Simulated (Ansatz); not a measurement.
# Na on V(110): change of the work function, part 3 of 5

How does Na on the shortbridge site change the work function of V(110) as the layer fills?

Ansatz 0.2.0; plane-wave DFT, PBE, Ansatz PAW.

So far, work function, upper face (eV): step 2 (the clean slab) 4.70; step 3 (37 atoms, coverage 0.111 ML, cell 3x3) 2.84.

### Step 4. The covered slab, k-mesh 6×6×1, coverage 0.25 ML

System of this step: NaV16 (Na/V(110)). The cell holds 17 atoms: 16 V and 1 Na. Cell: a = 5.231 Å, b = 5.231 Å, c = 27.287 Å, α = 90.0°, β = 90.0°, γ = 70.5°. Vacuum lies along c.

Another coverage, to see how the dipoles act on each other as their distance changes.

Contents of input.yaml:

```yaml
crystal:
  lattice:
    - [4.2709249584, -3.02, 0.0]
    - [4.2709249584, 3.02, 0.0]
    - [0.0, 0.0, 27.2867724351]
  atoms:
    - { symbol: V, position: [0.0, 0.0, 0.329830141] }
    - { symbol: V, position: [0.25, 0.25, 0.4080901288] }
    - { symbol: V, position: [0.0, 0.0, 0.4848512676] }
    - { symbol: V, position: [0.25, 0.25, 0.5571598334] }
    - { symbol: V, position: [0.0, 0.5, 0.329830141] }
    - { symbol: V, position: [0.25, 0.75, 0.4080901288] }
    - { symbol: V, position: [0.0, 0.5, 0.4848512676] }
    - { symbol: V, position: [0.25, 0.75, 0.5571598334] }
    - { symbol: V, position: [0.5, 0.0, 0.329830141] }
    - { symbol: V, position: [0.75, 0.25, 0.4080901288] }
    - { symbol: V, position: [0.5, 0.0, 0.4848512676] }
    - { symbol: V, position: [0.75, 0.25, 0.5571598334] }
    - { symbol: V, position: [0.5, 0.5, 0.329830141] }
    - { symbol: V, position: [0.75, 0.75, 0.4080901288] }
    - { symbol: V, position: [0.5, 0.5, 0.4848512676] }
    - { symbol: V, position: [0.75, 0.75, 0.5571598334] }
    - { symbol: Na, position: [0.0, 0.25, 0.670169859] }
kpoints:
  mp_grid: { grid: [6, 6, 1] }
hamiltonian:
  xc: pbe
scf:
  occupations: { method: fermi_dirac, width: 0.1 }
  convergence: { dr2_threshold: 1.0e-08 }
efield:
  axis: 3
  dipole_correction: true
  ramp_position: 0.97
  ramp_width: 0.06
relax:
  f_tol: 0.02
  max_steps: 60
  constraints: [{ sites: [0, 1, 4, 5, 8, 9, 12, 13] }]
output:
  bader: true
  dos: { projected: true, e_range: [-8, 4] }
  write_potential: true
  write_density: true
  volumetric_format: npy
  elf: true
```

On the command line:

```bash
> ansatz run input.yaml --threads 4 --pin off --max-ram 12288MiB --backend cpu --events-out ev --progress --plain --runs-dir out
```

Numbers of over 12 decimals in the logs are rounded to 6 here.

What it wrote:

```text
[...]
Crystal: 17 atoms, lattice volume = 703.900 Å³
Basis set: ecut = 420 eV, 13743 PW (Γ), exchange–correlation on 72×72×384 points (8 copies of the dense FFT grid, shifted against one another)
Bands: 131, of which v1, the nominal top of the filled ones, is band 109 counted from 1 (108 counted from 0)
Symmetry: 2 space group operations
[...]
k-points: 20 of 36
[...]
SCF iter   1: F=—  HF=-48078.343106 eV  |F-HF|=—  |Δ(HF+E_count)|=         —  Δρ=1.04e-2  dr2=1.81e1  ethr=1.77e-3  p=0.545 e·Å  D=1.40e-1 V/Å  ΔV_dip=-3.82 eV  dr2_dipole=1.15e1  V_vac-E_F(+/−)=1.02/4.84 eV  ⟨swp⟩=9.8  Hψ=11328  notcnv=0
[...]
SCF iter  12: F=-48078.067899 eV  HF=-48078.067899 eV  |F-HF|=4.15e-10  |Δ(HF+E_count)|=   1.05e-8  Δρ=3.98e-7  dr2=2.60e-9  ethr=4.61e-12  p=0.414 e·Å  D=1.06e-1 V/Å  ΔV_dip=-2.90 eV  dr2_dipole=7.13e-11  V_vac-E_F(+/−)=1.87/4.78 eV  ⟨swp⟩=12.4  Hψ=18281  notcnv=0
SCF 1 converged in 12 iterations: F = -48078.067899 eV  dr2 = 2.60e-9
[...]
relax step   1: F+E_penalty+E_count = -48078.06789877 eV  Δ(F+E_penalty+E_count) = +0.000e0 eV  max|allowed force component| = 5.629e-1 eV/Å  Δτ_max = 0.0000 Å  (12 SCF iters, accepted)
[...]
SCF iter   9: F=-48078.138808 eV  HF=-48078.138808 eV  |F-HF|=5.36e-9  |Δ(HF+E_count)|=   4.70e-8  Δρ=5.31e-7  dr2=4.36e-9  ethr=4.61e-12  p=0.421 e·Å  D=1.08e-1 V/Å  ΔV_dip=-2.95 eV  dr2_dipole=4.23e-10  V_vac-E_F(+/−)=1.83/4.78 eV  ⟨swp⟩=13.1  Hψ=18206  notcnv=0
SCF 2 converged in 9 iterations: F = -48078.138808 eV  dr2 = 4.36e-9
relax step   2: F+E_penalty+E_count = -48078.13880826 eV  Δ(F+E_penalty+E_count) = -7.091e-2 eV  max|allowed force component| = 4.798e-1 eV/Å  Δτ_max = 0.0900 Å  (9 SCF iters, accepted)
[...]
SCF iter   1: F=—  HF=-48078.253460 eV  |F-HF|=—  |Δ(HF+E_count)|=         —  Δρ=5.42e-3  dr2=1.15e0  ethr=4.79e-4  p=0.421 e·Å  D=1.08e-1 V/Å  ΔV_dip=-2.95 eV  dr2_dipole=1.33e-1  V_vac-E_F(+/−)=1.83/4.78 eV  ⟨swp⟩=1.0  Hψ=7793  notcnv=0
[...]
eigensolver tolerance schedule calibrated: the retry pair's looser diagonalisation under-reported the residual by θ = 0.09 (0.11/decade); ethr = c·dr2/N_el runs at the constant in force after the calibration composes with the one it found (an armed cap, an earlier calibration), c = 7.8e-2
[...]
SCF iter   2: F=—  HF=-48078.222906 eV  |F-HF|=—  |Δ(HF+E_count)|=   3.06e-2  Δρ=2.08e-3  dr2=7.21e-2  ethr=4.10e-4  p=0.426 e·Å  D=1.10e-1 V/Å  ΔV_dip=-2.99 eV  dr2_dipole=8.14e-5  V_vac-E_F(+/−)=1.79/4.78 eV  ⟨swp⟩=2.5  Hψ=3784  notcnv=0
[...]
SCF iter   9: F=-48078.215443 eV  HF=-48078.215443 eV  |F-HF|=1.73e-8  |Δ(HF+E_count)|=   1.05e-7  Δρ=7.63e-7  dr2=5.36e-9  ethr=3.58e-12  p=0.418 e·Å  D=1.07e-1 V/Å  ΔV_dip=-2.93 eV  dr2_dipole=1.52e-12  V_vac-E_F(+/−)=1.85/4.78 eV  ⟨swp⟩=12.4  Hψ=18398  notcnv=0
SCF 3 converged in 9 iterations: F = -48078.215443 eV  dr2 = 5.36e-9
[...]
relax step   3: F+E_penalty+E_count = -48078.21544298 eV  Δ(F+E_penalty+E_count) = -7.663e-2 eV  max|allowed force component| = 1.242e-1 eV/Å  Δτ_max = 0.1959 Å  (9 SCF iters, accepted)
[...]
relax step   4: F+E_penalty+E_count = -48078.22102693 eV  Δ(F+E_penalty+E_count) = -5.584e-3 eV  max|allowed force component| = 7.176e-2 eV/Å  Δτ_max = 0.1138 Å  (9 SCF iters, accepted)
SCF iter   1: F=—  HF=-48078.223133 eV  |F-HF|=—  |Δ(HF+E_count)|=         —  Δρ=7.44e-4  dr2=1.87e-2  ethr=7.69e-5  p=0.410 e·Å  D=1.06e-1 V/Å  ΔV_dip=-2.88 eV  dr2_dipole=4.23e-4  V_vac-E_F(+/−)=1.90/4.78 eV  ⟨swp⟩=2.5  Hψ=4319  notcnv=0
[...]
SCF iter   8: F=-48078.222713 eV  HF=-48078.222713 eV  |F-HF|=1.14e-9  |Δ(HF+E_count)|=   8.96e-9  Δρ=3.17e-7  dr2=1.88e-9  ethr=4.61e-12  p=0.413 e·Å  D=1.06e-1 V/Å  ΔV_dip=-2.90 eV  dr2_dipole=1.18e-10  V_vac-E_F(+/−)=1.89/4.78 eV  ⟨swp⟩=11.4  Hψ=17951  notcnv=0
SCF 5 converged in 8 iterations: F = -48078.222713 eV  dr2 = 1.88e-9
relax step   5: F+E_penalty+E_count = -48078.22271287 eV  Δ(F+E_penalty+E_count) = -1.686e-3 eV  max|allowed force component| = 5.787e-3 eV/Å  Δτ_max = 0.0321 Å  (8 SCF iters, accepted)
[...]
SCF converged after 8 iterations
Free energy (F): -48078.222713 eV
[...]
Internal energy: -48077.313606 eV  (E = F + TS)
E sigma→0 (E₀):  -48077.768160 eV
Entropy (-TS):   -0.909107 eV (-53.477 meV/atom)
Fermi energy:    3.150302 eV
Dipole field:    D = 0.106176 V/Å  (p = 0.413026 e·Å, saw-weighted, corrected)
Work function:   Φ+ = 1.8867 eV   Φ− = 4.7839 eV
[...]
--- Forces (eV/Å), atoms counted from 1 ---
  atom   1  V     -0.00278734     0.01269973     0.56611309
  atom   2  V      0.00522337     0.00924082    -0.59053093
  atom   3  V     -0.00059379     0.00079934    -0.00402352
  atom   4  V      0.00264427     0.00348037     0.00312924
  atom   5  V      0.00278734    -0.01269973     0.56611309
  atom   6  V      0.00831290     0.01020262    -0.52490422
  atom   7  V      0.00059379    -0.00079934    -0.00402352
  atom   8  V     -0.00309127     0.00578709     0.00290235
  atom   9  V     -0.00269041     0.01378717     0.54776962
  atom  10  V     -0.00522337    -0.00924082    -0.59053093
  atom  11  V      0.00201460    -0.00012425    -0.00244902
  atom  12  V     -0.00264427    -0.00348037     0.00312924
  atom  13  V      0.00269041    -0.01378717     0.54776962
  atom  14  V     -0.00831290    -0.01020262    -0.52490422
  atom  15  V     -0.00201460     0.00012425    -0.00244902
  atom  16  V      0.00309127    -0.00578709     0.00290235
  atom  17  Na     0.00000000     0.00000000     0.00397845
  max |Σ_I F_I| component: 8.30e-6 eV/Å
--- Band table (eV; the first three rows and the last of 20) ---
  k-point 0: bands = [... 105 lower, 3.1577, 3.3847, 3.4030, 3.5604, 3.5863, 3.7985, 4.2164, 4.2253, ... 18 higher]
  k-point 1: bands = [... 105 lower, 3.0592, 3.2116, 3.3732, 3.5184, 3.5986, 3.6931, 3.7871, 3.8325, ... 18 higher]
  k-point 2: bands = [... 105 lower, 2.9258, 2.9678, 3.0086, 3.0633, 3.1266, 3.1781, 3.2452, 3.2768, ... 18 higher]
  k-point 19: bands = [... 105 lower, 3.1830, 3.2288, 3.2338, 3.2485, 3.2515, 3.3847, 3.3967, 3.4335, ... 18 higher]
--- Relaxed structure (5 steps of the walk, 5 accepted, 0 SCFs on fresh bases) ---
  F+E_penalty+E_count = -48078.22271287 eV   max|allowed force component| = 5.787e-3 eV/Å
  atoms:
    - { symbol: V, position: [0.0, 0.0, 0.329830141] }
    - { symbol: V, position: [0.25, 0.25, 0.4080901288] }
    - { symbol: V, position: [0.000411984, -0.0011165, 0.484871] }
    - { symbol: V, position: [0.252202, 0.251542, 0.556739] }
    - { symbol: V, position: [0.0, 0.5, 0.329830141] }
    - { symbol: V, position: [0.250000, 0.75, 0.4080901288] }
    - { symbol: V, position: [-0.000411984, 0.501117, 0.484871] }
    - { symbol: V, position: [0.249391, 0.751390, 0.560003] }
    - { symbol: V, position: [0.5, 0.0, 0.329830141] }
    - { symbol: V, position: [0.75, 0.250000, 0.4080901288] }
    - { symbol: V, position: [0.500878, -0.00109812, 0.484538] }
    - { symbol: V, position: [0.747798, 0.248458, 0.556739] }
    - { symbol: V, position: [0.5, 0.5, 0.329830141] }
    - { symbol: V, position: [0.75, 0.75, 0.4080901288] }
    - { symbol: V, position: [0.499122, 0.501098, 0.484538] }
    - { symbol: V, position: [0.750609, 0.748610, 0.560003] }
    - { symbol: Na, position: [0.0, 0.25, 0.656698] }
--- Bader charges: 17 sites ---
  site symbol  charge [e]  shift [e]
     0      V     -0.0944     0.0000
     1      V      0.0899     0.0001
     2      V      0.0942     0.0003
     3      V     -0.3093     0.0006
     4      V     -0.0944     0.0000
     5      V      0.0929     0.0002
     6      V      0.0942     0.0003
     7      V     -0.1976     0.0002
     8      V     -0.0950     0.0000
     9      V      0.0899     0.0001
    10      V      0.0964     0.0002
    11      V     -0.3093     0.0006
    12      V     -0.0950     0.0000
    13      V      0.0929     0.0002
    14      V      0.0964     0.0002
    15      V     -0.1976     0.0002
    16     Na      0.6459     0.0002
  estimated error of the sums over rays = 6.9e-4 e
```

The job ended after 6 min (4 threads of Arm Neoverse V1, shared host; peak memory 3.1 GiB).

Relaxation path:

| step | energy less that of the first step (eV) | largest force component (eV/Å) |
| --- | --- | --- |
| 1 | 0.0000 | 0.5629 |
| 2 | -0.0709 | 0.4798 |
| 3 | -0.1475 | 0.1242 |
| 4 | -0.1531 | 0.0718 |
| 5 | -0.1548 | 0.0058 |

The run keeps the 2 symmetry operations that it works with, so distortions that break them were not tested.

The atoms that moved most (Å):

| atom | dx | dy | dz | length |
| --- | --- | --- | --- | --- |
| Na17 | 0.000 | 0.000 | -0.368 | 0.368 |
| V8 | 0.003 | 0.006 | 0.078 | 0.078 |
| V16 | -0.003 | -0.006 | 0.078 | 0.078 |
| V4 | 0.016 | -0.002 | -0.011 | 0.020 |
| V12 | -0.016 | 0.002 | -0.011 | 0.020 |
| V11 | -0.001 | -0.006 | -0.009 | 0.010 |
| V15 | 0.001 | 0.006 | -0.009 | 0.010 |
| V3 | -0.003 | -0.005 | 0.001 | 0.006 |

Final coordinates:

```cif
data_structure
_symmetry_space_group_name_H-M 'P 1'
_symmetry_Int_Tables_number 1
_cell_length_a 5.2308
_cell_length_b 5.2308
_cell_length_c 27.2868
_cell_angle_alpha 90.000
_cell_angle_beta 90.000
_cell_angle_gamma 70.529
_cell_volume 703.90
loop_
_atom_site_label
_atom_site_type_symbol
_atom_site_fract_x
_atom_site_fract_y
_atom_site_fract_z
_atom_site_occupancy
V1 V 0.00000 0.00000 0.32983 1
V2 V 0.25000 0.25000 0.40809 1
V3 V 0.00041 0.99888 0.48487 1
V4 V 0.25220 0.25154 0.55674 1
V5 V 0.00000 0.50000 0.32983 1
V6 V 0.25000 0.75000 0.40809 1
V7 V 0.99959 0.50112 0.48487 1
V8 V 0.24939 0.75139 0.56000 1
V9 V 0.50000 0.00000 0.32983 1
V10 V 0.75000 0.25000 0.40809 1
V11 V 0.50088 0.99890 0.48454 1
V12 V 0.74780 0.24846 0.55674 1
V13 V 0.50000 0.50000 0.32983 1
V14 V 0.75000 0.75000 0.40809 1
V15 V 0.49912 0.50110 0.48454 1
V16 V 0.75061 0.74861 0.56000 1
Na17 Na 0.00000 0.25000 0.65670 1
```

Numbers from this step:

| Item | Value |
| --- | --- |
| energy at zero smearing | -48077.7682 eV |
| work function, upper face | 1.887 eV |
| work function, lower face | 4.784 eV |
| dipole along the normal | 0.4130 e·Å |
| step between the vacuum levels | -2.897 eV |

The density of states has structure finer than the step of the table below, so its rows give means over 0.2 eV, whole bins alone (the curve runs from -8 to 1.26 eV). Peaks (eV: height): -1.20: 49.4, -1.14: 46.8, -1.02: 43.2, -0.90: 50.0, -0.81: 52.5, -0.57: 39.4, -0.24: 43.3.

Table of density of states by energy, zero at the Fermi level; means over each step:

| energy (eV) | density of states (states/eV a cell) |
| --- | --- |
| -6.4 | 0 |
| -6.2 | 0.214 |
| -6.0 | 0.997 |
| -5.8 | 0.916 |
| -5.6 | 1.02 |
| -5.4 | 1.02 |
| -5.2 | 1.06 |
| -5.0 | 2.04 |
| -4.8 | 2.53 |
| -4.6 | 2.51 |
| -4.4 | 2.87 |
| -4.2 | 1.76 |
| -4.0 | 1.63 |
| -3.8 | 5.09 |
| -3.6 | 4.32 |
| -3.4 | 5.61 |
| -3.2 | 7.04 |
| -3.0 | 9.28 |
| -2.8 | 19.4 |
| -2.6 | 13.5 |
| -2.4 | 22.1 |
| -2.2 | 23.9 |
| -2.0 | 16.8 |
| -1.8 | 17.5 |
| -1.6 | 11.7 |
| -1.4 | 13.6 |
| -1.2 | 37.5 |
| -1.0 | 37.3 |
| -0.8 | 39.9 |
| -0.6 | 31.5 |
| -0.4 | 29.6 |
| -0.2 | 33.5 |
| 0.0 | 28.6 |
| 0.2 | 22.7 |
| 0.4 | 14.3 |
| 0.6 | 15.7 |
| 0.8 | 18.4 |
| 1.0 | 17.8 |

Projected DOS per atom over height of the atomic layer and energy from the Fermi level. Layers: V4 V4 V4 V4 Na from below.

Ten even steps from '_' (0.00 states/eV) to '@' (2.50 states/eV), each cell a mean:
```
++::::++::
==::::++..
**----++..
@@****##__
@@**++%%__
%%@@@@@@::
::----==::
====--==__
==****++__
::==++--__
..::::..__
........__
__________
__________
__________
__________
__________
__________
__________
__________
__________
__________
```
Columns: height of the atomic layer (Å) from 9 to 17.9 (not evenly spaced); rows upwards: energy from the Fermi level (eV) from -7.96 to 1.25.

ELF in the ca plane at fractional y = 0.248, with atoms of V and Na within 0.2 Å of it. It is the smooth field of the valence electrons, not physical close to the nuclei.

Values, 8 rows by 16 columns, each cell a mean:
```
0.28 0.35 0.28 0.32 0.32 0.37 0.29 0.24 0.19 0.52 0.17 0.11 0.08 0.01 0.00 0.00
0.40 0.31 0.69 0.38 0.42 0.36 0.65 0.38 0.12 0.10 0.04 0.13 0.05 0.01 0.00 0.00
0.36 0.30 0.61 0.33 0.39 0.35 0.59 0.33 0.22 0.19 0.15 0.10 0.03 0.00 0.00 0.00
0.27 0.40 0.22 0.38 0.30 0.40 0.27 0.23 0.36 0.30 0.18 0.06 0.01 0.00 0.00 0.00
0.28 0.35 0.28 0.32 0.31 0.37 0.31 0.21 0.32 0.29 0.18 0.07 0.02 0.00 0.00 0.00
0.40 0.31 0.69 0.38 0.42 0.36 0.66 0.39 0.18 0.11 0.10 0.12 0.03 0.00 0.00 0.00
0.36 0.30 0.60 0.33 0.39 0.35 0.56 0.32 0.12 0.24 0.05 0.12 0.06 0.01 0.00 0.00
0.27 0.40 0.23 0.38 0.30 0.40 0.27 0.29 0.23 0.49 0.22 0.10 0.09 0.01 0.00 0.00
```
Columns run along c (16.0 Å, from fractional 0.32 to 0.90 of the cell), rows up along a (5.2 Å). Atoms in or near the plane, at fractional coordinates: V at (0.41, 0.25), V at (0.56, 0.25), V at (0.41, 0.75), V at (0.56, 0.75), Na at (0.66, 0.00).

Valence density in the ca plane at fractional y = 0.248, with atoms of V and Na within 0.2 Å of it. It is the smooth field of the valence electrons, not physical close to the nuclei.

Ten steps, logarithmic in the rise over the least value, from '0' (0 e/Å³) to '9' (16 e/Å³), each cell a mean:
```
22221222222222222222111158961000000000000000
12222356522222222565310024420000000000000000
11122589742222224798510000100000000000000000
11122589852212225898520000000000000000000000
11222477632222223687410000000000000000000000
12222234322222222343210000000000000000000000
22221222222222222222110000000000000000000000
12221222222222222232110000000000000000000000
12222356522222223565310000000000000000000000
11122589742222224898510000000000000000000000
11122589852212225898520000000000000000000000
11222478632222223677410012210000000000000000
12222234322222222343211147741000000000000000
22221122222222222222111169972000000000000000
```
Columns run along c (16.0 Å, from fractional 0.32 to 0.90 of the cell), rows up along a (5.2 Å). Atoms in or near the plane, at fractional coordinates: V at (0.41, 0.25), V at (0.56, 0.25), V at (0.41, 0.75), V at (0.56, 0.75), Na at (0.66, 0.00).

Electrostatic potential energy in the ca plane at fractional y = 0.248, with atoms of V and Na within 0.2 Å of it. With pseudopotentials it is smooth inside the atoms' cores, unlike the true potential.

Ten even steps from '0' (-29 eV) to '9' (6 eV), each cell a mean:
```
88899876789988898767899830027899999999999999
88898510268988986201589874468899999999999999
99997101038999982010179988888999999999999999
99997112027999972021169999999999999999999999
88997300048999984000379999999999999999999999
88898743579988897434799999999999999999999999
88899887899988899878899999999999999999999999
88899866789988898766899999999999999999999999
88898510268988986201589999999999999999999999
98997101038999982010179999999999999999999999
99997112027999972021169999889999999999999999
88997300048999984000379987678999999999999999
88898743579988898534789851047899999999999999
88899988899988899888999820016899999999999999
```
Columns run along c (16.0 Å, from fractional 0.32 to 0.90 of the cell; values clipped at the 3rd and 97th percentile), rows up along a (5.2 Å). Atoms in or near the plane, at fractional coordinates: V at (0.41, 0.25), V at (0.56, 0.25), V at (0.41, 0.75), V at (0.56, 0.75), Na at (0.66, 0.00).

The relaxation took 5 steps and lowered the energy by 0.15 eV; the largest force on the free atoms ends at 0.0058 eV/Å.

By hand: a sheet of dipoles makes a step −p/(ε₀A) in the electron's potential. With e/ε₀ = 180.95 V·Å, p = 0.4130 e·Å and A = 25.80 Å², that is −180.95 × (0.4130) / 25.80 = -2.897 eV, and the two vacuum levels of the run differ by -2.897 eV.

The covered face has 1.89 eV, -2.81 eV against the clean one; the bare back face has moved by -0.01 eV, a measure of how thin the slab is.

### Step 5. The covered slab, k-mesh 6×6×1, coverage 0.5 ML

System of this step: NaV8 (Na/V(110)). The cell holds 18 atoms: 16 V and 2 Na. Cell: a = 5.231 Å, b = 5.231 Å, c = 27.287 Å, α = 90.0°, β = 90.0°, γ = 70.5°. Vacuum lies along c.

Another coverage, to see how the dipoles act on each other as their distance changes.

input.yaml: that of step 4 with these lines changed.

```diff
@@ -23,2 +23,3 @@
     - { symbol: Na, position: [0.0, 0.25, 0.670169859] }
+    - { symbol: Na, position: [0.5, 0.75, 0.670169859] }
 kpoints:
@@ -45,2 +46 @@
   volumetric_format: npy
-  elf: true
```

What it wrote:

```text
[...]
Crystal: 18 atoms, lattice volume = 703.900 Å³
Basis set: ecut = 420 eV, 13743 PW (Γ), exchange–correlation on 72×72×384 points (8 copies of the dense FFT grid, shifted against one another)
Bands: 136, of which v1, the nominal top of the filled ones, is band 113 counted from 1 (112 counted from 0)
Symmetry: 4 space group operations
[...]
2      V      0.0966     0.0003
     3      V     -0.3238     0.0002
     4      V     -0.0952     0.0000
     5      V      0.0916     0.0002
     6      V      0.0966     0.0003
     7      V     -0.3238     0.0002
[...]
14      V      0.0965     0.0003
    15      V     -0.3238     0.0002
    16     Na      0.4616     0.0001
    17     Na      0.4616     0.0001
  estimated error of the sums over rays = 6.5e-4 e
[key lines of the parts left out:]
SCF converged after 11 iterations
Free energy (F): -49564.713847 eV
Fermi energy:    3.209545 eV
Dipole field:    D = 0.078381 V/Å  (p = 0.304904 e·Å, saw-weighted, corrected)
Work function:   Φ+ = 2.6398 eV   Φ− = 4.7786 eV
```

The job ended after 6 min (4 threads; peak memory 3.2 GiB).

The steps of the relaxation:

| step | energy less that of the first step (eV) | largest force component (eV/Å) |
| --- | --- | --- |
| 1 | 0.0000 | 0.3265 |
| 2 | -0.0804 | 0.2039 |
| 3 | -0.1088 | 0.1157 |
| 4 | -0.1159 | 0.0111 |

Forces are held to the 4 operations that the run works with; a distortion that breaks them can't arise in this run.

The atoms that moved most (Å):

| atom | dx | dy | dz | length |
| --- | --- | --- | --- | --- |
| Na18 | 0.000 | 0.000 | -0.255 | 0.255 |
| Na17 | 0.000 | 0.000 | -0.255 | 0.255 |
| V4 | 0.004 | -0.011 | 0.030 | 0.032 |
| V16 | 0.004 | -0.011 | 0.030 | 0.032 |
| V8 | -0.004 | 0.011 | 0.030 | 0.032 |
| V12 | -0.004 | 0.011 | 0.030 | 0.032 |

Final coordinates:

```
V Na
1.0
     4.27092   -3.02000    0.00000
     4.27092    3.02000    0.00000
     0.00000    0.00000   27.28677
V Na
16 2
Cartesian
  0.0000 0.0000 9.0000
  2.1355 0.0000 11.1355
  -0.0010 0.0010 13.2301
  2.1390 -0.0105 15.2334
  2.1355 1.5100 9.0000
  4.2709 1.5100 11.1355
  2.1364 1.5090 13.2301
  4.2674 1.5205 15.2334
  2.1355 -1.5100 9.0000
  4.2709 -1.5100 11.1355
  2.1364 -1.5110 13.2301
  4.2674 -1.4995 15.2334
  4.2709 0.0000 9.0000
  6.4064 0.0000 11.1355
  4.2700 0.0010 13.2301
  6.4099 -0.0105 15.2334
  1.0677 0.7550 18.0319
  5.3387 0.7550 18.0319
```

Running mean over 2.135 Å of the planar mean; the ramp of the sawtooth is left out. The electron's electrostatic potential energy less the Fermi level by z:

| z (Å) | electron's electrostatic potential energy less the Fermi level (eV) |
| --- | --- |
| 3.5 | 4.78 |
| 4.0 | 4.78 |
| 4.5 | 4.77 |
| 5.0 | 4.77 |
| 5.5 | 4.74 |
| 6.0 | 4.64 |
| 6.5 | 4.35 |
| 7.0 | 3.49 |
| 7.5 | 0.940 |
| 8.0 | -3.01 |
| 8.5 | -6.53 |
| 9.0 | -7.87 |
| 9.5 | -7.87 |
| 10.0 | -7.76 |
| 10.5 | -7.73 |
| 11.0 | -7.74 |
| 11.5 | -7.87 |
| 12.0 | -8.00 |
| 12.5 | -7.99 |
| 13.0 | -7.88 |
| 13.5 | -8.19 |
| 14.0 | -8.67 |
| 14.5 | -8.72 |
| 15.0 | -8.31 |
| 15.5 | -7.53 |
| 16.0 | -5.09 |
| 16.5 | -2.00 |
| 17.0 | -0.641 |
| 17.5 | -1.23 |
| 18.0 | -1.76 |
| 18.5 | -1.80 |
| 19.0 | -0.676 |
| 19.5 | 1.03 |
| 20.0 | 1.86 |
| 20.5 | 2.26 |
| 21.0 | 2.46 |
| 21.5 | 2.56 |
| 22.0 | 2.60 |
| 22.5 | 2.62 |
| 23.0 | 2.63 |
| 23.5 | 2.64 |
| 24.0 | 2.64 |

The relaxation took 4 steps and lowered the energy by 0.12 eV; the largest force on the free atoms ends at 0.011 eV/Å.

The covered face has 2.64 eV, -2.06 eV against the clean one; the bare back face has moved by -0.01 eV, a measure of how thin the slab is.

(Continued in part 4 of 5.)

[Logs are printed without paths, hosts, clocks, repeated set-up lines and the standing remarks that a program may print on its own settings, such as how far it seeks lower states.]

[Hosts, paths, dates, database ids (printed as entryN), source tags and the programs' standing remarks are cut or masked in the printed files.]

[Maps of the electrostatic potential energy from Ansatz leave out the sawtooth potential of an applied field or a dipole correction, so their vacuum need not be flat; planar profiles and work functions include it.]

[The density of states shown here was stored with 400 of the rows of the run's finer table, so its peaks can read low, often by over a quarter, or be missed, and its means over a window can be off by a tenth or more.]
